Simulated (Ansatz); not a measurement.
Planning a run of Ansatz 0.2.0 on Rb2CdSe2O6 (R-3m). The input:

```yaml
crystal:
  lattice:
    - [2.87515, 1.6599686265, 6.5561666667]
    - [-2.87515, 1.6599686265, 6.5561666667]
    - [0.0, -3.3199372529, 6.5561666667]
  atoms:
    - { symbol: Rb, position: [0.8022665693, 0.8022665693, 0.8022665693] }
    - { symbol: Rb, position: [0.1977334307, 0.1977334307, 0.1977334307] }
    - { symbol: Cd, position: [0.0, 0.0, 0.0] }
    - { symbol: Se, position: [0.6258540386, 0.6258540386, 0.6258540386] }
    - { symbol: Se, position: [0.3741459614, 0.3741459614, 0.3741459614] }
    - { symbol: O, position: [0.7448088786, 0.27651698, 0.7448088786] }
    - { symbol: O, position: [0.7448088786, 0.7448088786, 0.27651698] }
    - { symbol: O, position: [0.27651698, 0.7448088786, 0.7448088786] }
    - { symbol: O, position: [0.2551911214, 0.72348302, 0.2551911214] }
    - { symbol: O, position: [0.72348302, 0.2551911214, 0.2551911214] }
    - { symbol: O, position: [0.2551911214, 0.2551911214, 0.72348302] }
kpoints:
  mp_grid: { grid: [2, 2, 2] }
hamiltonian:
  xc: pbe
  pseudopotentials: { kind: paw, source: ansatz }
scf:
  occupations: { method: fixed }
gw:
  n_empty_bands: 426
  ecut_chi: 100
  qp_bands: [v3, c3]
  qp_kpoints: band_edges
  screening: { model: contour_deformation }
```

```sh
ansatz run input.yaml --threads 2 --pin off --max-ram 92160MiB --backend cuda --events-out ev --progress --plain --runs-dir out --devices 1 --max-vram 13GiB
```

**Question.** How long will it take on 1 × NVIDIA H100 80GB HBM3 (shared by 6 runs) with 2 threads of AMD EPYC 7R13 (Zen 3), shared host, and how much memory?

It took 22 s; on shared hardware allow 11 s to 44 s. Peak host memory was 2.1 GiB. The sizes that set the cost: 12117 plane waves a state, 4 irreducible k points, 479 bands summed, 419 plane waves in the screening and 10 SCF cycles.

The screening grows as filled bands × empty bands × pairs of k points, times the square of the screening basis for the matrix.

[Paths, hosts, dates, memory and timing lines, banners, echoed tables and standing remarks are left out of the program output.]

[Logs are printed without paths, hosts, clocks, repeated set-up lines and the standing remarks that a program may print on its own settings, such as how far it seeks lower states.]

[Runs of the session that timed out or met a known fault of the program may be left out.]

[Cells called generated may have been cut or substituted from an entry of the Crystallography Open Database or the Materials Project.]

[Hosts, paths, dates, database ids (printed as entryN), source tags and the programs' standing remarks are cut or masked in the printed files.]
